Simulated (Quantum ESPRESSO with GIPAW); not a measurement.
# KHC3O2: NMR parameters from first principles

Aim: the magnetic shielding of every site in KHC3O2.

Program: Quantum ESPRESSO with GIPAW 8.0dev (patched build). Level of theory: DFT, PBEsol, plane-wave PAW (pslibrary 1.0.0 recipes), scalar-relativistic, GIPAW; a patched development version of the program. Results are calculated unless marked as measured.

## 1. Set-up

Symmetry: P2_1/c, No. 14, monoclinic system. Conventional cell: a = 3.925 Å, b = 11.236 Å, c = 8.334 Å, α = 90.00°, β = 102.76°, γ = 90.00°. Nearest to K lie 6 O at 2.68 to 3.02 Å and 3 H at 3.04 to 3.09 Å. O has 3 C at 1.27 to 2.40 Å and 1 H at 2.63 Å and 3 K at 2.68 to 2.73 Å nearest. Nearest to O lie 3 C at 1.27 to 2.40 Å and 2 H at 2.46 to 2.64 Å and 3 K at 2.78 to 3.02 Å. Nearest to C lie 1 O at 1.27 Å and 2 C at 1.40 to 1.53 Å. C has 1 H at 1.10 Å and 2 C at 1.40 Å nearest. Farther neighbours and most contacts between anions are not listed.

The cell is an entry of the Crystallography Open Database; it need not be the form that is stable at ambient conditions.

This structure had its atoms relaxed beforehand (DFT, PBEsol, plane-wave PAW (pslibrary 1.0.0 recipes), Quantum ESPRESSO with GIPAW), starting from the database entry, since shieldings follow bond lengths closely.

## 2. The SCF step

GIPAW is a response on top of the ground state, so the wavefunctions come first. Their errors pass straight into the induced current, hence the tight threshold. A few empty states are carried so that the solver misses no level; the response is solved without them. The mesh has a spacing of 0.28 Å⁻¹ at most. The PAW files were made with ld1.x from the pslibrary 1.0.0 recipes, with GIPAW reconstruction switched on.

The input, scf.in:

```
&control
  calculation = 'scf'
  prefix = 'x'
  outdir = './tmp/'
  pseudo_dir = './'
/
&system
  ibrav = 0
  nat = 28
  ntyp = 4
  ecutwfc = 55
  ecutrho = 330
  nbnd = 72
/
&electrons
  conv_thr = 1.0d-10
  mixing_beta = 0.7
  electron_maxstep = 100
/
ATOMIC_SPECIES
  K 39.098 K.pbesol-spn-kjpaw_psl.1.0.0-gipaw.UPF
  O 15.999 O.pbesol-n-kjpaw_psl.1.0.0-gipaw.UPF
  C 12.011 C.pbesol-n-kjpaw_psl.1.0.0-gipaw.UPF
  H 1.008 H.pbesol-kjpaw_psl.1.0.0-gipaw.UPF
CELL_PARAMETERS angstrom
  3.92510000 0.00000000 0.00000000
  0.00000000 11.23580000 0.00000000
  -1.84021925 0.00000000 8.12798553
ATOMIC_POSITIONS crystal
  K 0.23665088 0.16301812 0.45884683
  K 0.76334912 0.66301812 0.04115317
  K 0.76334912 0.83698188 0.54115317
  K 0.23665088 0.33698188 0.95884683
  O 0.68100477 0.02680157 0.33140212
  O 0.31899523 0.52680157 0.16859788
  O 0.31899523 0.97319843 0.66859788
  O 0.68100477 0.47319843 0.83140212
  O 0.13633992 0.80444679 0.86592835
  O 0.86366008 0.30444679 0.63407165
  O 0.86366008 0.19555321 0.13407165
  O 0.13633992 0.69555321 0.36592835
  C 0.30294481 0.89458311 0.93429294
  C 0.69705519 0.39458311 0.56570706
  C 0.69705519 0.10541689 0.06570706
  C 0.30294481 0.60541689 0.43429294
  C 0.59281549 0.00989575 0.17752042
  C 0.40718451 0.50989575 0.32247958
  C 0.40718451 0.99010425 0.82247958
  C 0.59281549 0.49010425 0.67752042
  C 0.40256395 0.91035245 0.10523621
  C 0.59743605 0.41035245 0.39476379
  C 0.59743605 0.08964755 0.89476379
  C 0.40256395 0.58964755 0.60523621
  H 0.32007183 0.84418921 0.18614217
  H 0.67992817 0.34418921 0.31385783
  H 0.67992817 0.15581079 0.81385783
  H 0.32007183 0.65581079 0.68614217
K_POINTS automatic
  6 2 3 1 1 1
```

Command:

```bash
$ mpirun -np 4 pw.x -nk 4 -in scf.in > scf.out
```

The program printed:

```text
using ibrav=0 with symmetry is DISCOURAGED, use correct ibrav instead

     bravais-lattice index     =            0
     lattice parameter (alat)  =       7.4174  a.u.
     unit-cell volume          =    2418.9910 (a.u.)^3
     number of atoms/cell      =           28
     number of atomic types    =            4
     number of electrons       =       136.00
     number of Kohn-Sham states=           72
     kinetic-energy cutoff     =      55.0000  Ry
     charge density cutoff     =     330.0000  Ry
     scf convergence threshold =      1.0E-10
     mixing beta               =       0.7000
     number of iterations used =            8  plain     mixing
     Exchange-correlation= SLA-PW-PSX-PSC
                           (   1   4  10   8   0   0   0)
[...]
K                 9.00    39.09800     K ( 1.00)
     O                 6.00    15.99900     O ( 1.00)
     C                 4.00    12.01100     C ( 1.00)
     H                 1.00     1.00800     H ( 1.00)

      4 Sym. Ops., with inversion, found ( 2 have fractional translation)
[...]
number of k points=     9
[...]
Dense  grid:   244979 G-vectors     FFT dimensions: (  45, 128,  96)

     Smooth grid:   133307 G-vectors     FFT dimensions: (  36, 108,  80)

     Check: negative core charge=   -0.000007

     Initial potential from superposition of free atoms

     starting charge     135.9252, renormalised to     136.0000
     Starting wfcs are  116 randomized atomic wfcs

     Self-consistent Calculation

     iteration #  1     ecut=    55.00 Ry     beta= 0.70
     Davidson diagonalization with overlap
     ethr =  1.00E-02,  avg # of iterations =  2.0

     total energy              =    -995.46801929 Ry
     estimated scf accuracy    <       3.62875488 Ry

     iteration #  2     ecut=    55.00 Ry     beta= 0.70
     Davidson diagonalization with overlap
     ethr =  2.67E-03,  avg # of iterations =  7.2

     total energy              =    -996.03555168 Ry
     estimated scf accuracy    <       5.07603896 Ry

     iteration #  3     ecut=    55.00 Ry     beta= 0.70
     Davidson diagonalization with overlap
     ethr =  2.67E-03,  avg # of iterations =  6.1

     total energy              =    -996.88395645 Ry
     estimated scf accuracy    <       0.32762878 Ry

[...]
total energy              =    -997.23260994 Ry
[...]
iteration # 20     ecut=    55.00 Ry     beta= 0.70
     Davidson diagonalization with overlap
     ethr =  1.03E-12,  avg # of iterations =  2.0

     total energy              =    -997.23260994 Ry
     estimated scf accuracy    <          4.3E-10 Ry

     iteration # 21     ecut=    55.00 Ry     beta= 0.70
     Davidson diagonalization with overlap
     ethr =  3.14E-13,  avg # of iterations =  4.7

     The highest empty levels of an scf can be off by 1 eV or more

     End of self-consistent calculation
     [one-electron energies left out]

     highest occupied, lowest unoccupied level (ev):     2.9121    4.6545

!    total energy              =    -997.23260994 Ry
     total all-electron energy =     -6926.581188 Ry
     estimated scf accuracy    <          2.6E-11 Ry

     The total energy is the sum of the following terms:
     one-electron contribution =    -291.54713855 Ry
     hartree contribution      =     206.94639987 Ry
     xc contribution           =    -161.03889997 Ry
     ewald contribution        =    -391.85527970 Ry
     one-center paw contrib.   =    -359.73769160 Ry

     convergence has been achieved in  21 iterations
[...]
JOB DONE.
```

Run time: 5.2 min. Hardware: 4 MPI ranks of Arm Neoverse V1, shared host; peak memory 2.1 GiB.

It converged in 21 cycles to an estimated accuracy of 3e-11 Ry, on 9 irreducible k-points.

[end of part 1 of 2]

[Banner, clock, file and message-heading lines were taken out of the pw.x and gipaw.x logs.]

[Logs are printed without paths, hosts, clocks, repeated set-up lines and the standing remarks that a program may print on its own settings, such as how far it seeks lower states.]

[Hosts, paths, dates, database ids (printed as entryN), source tags and the programs' standing remarks are cut or masked in the printed files.]

[Where no reference line passes its bar on scatter, no shift is given, so a measured shift of this compound may stand uncompared.]
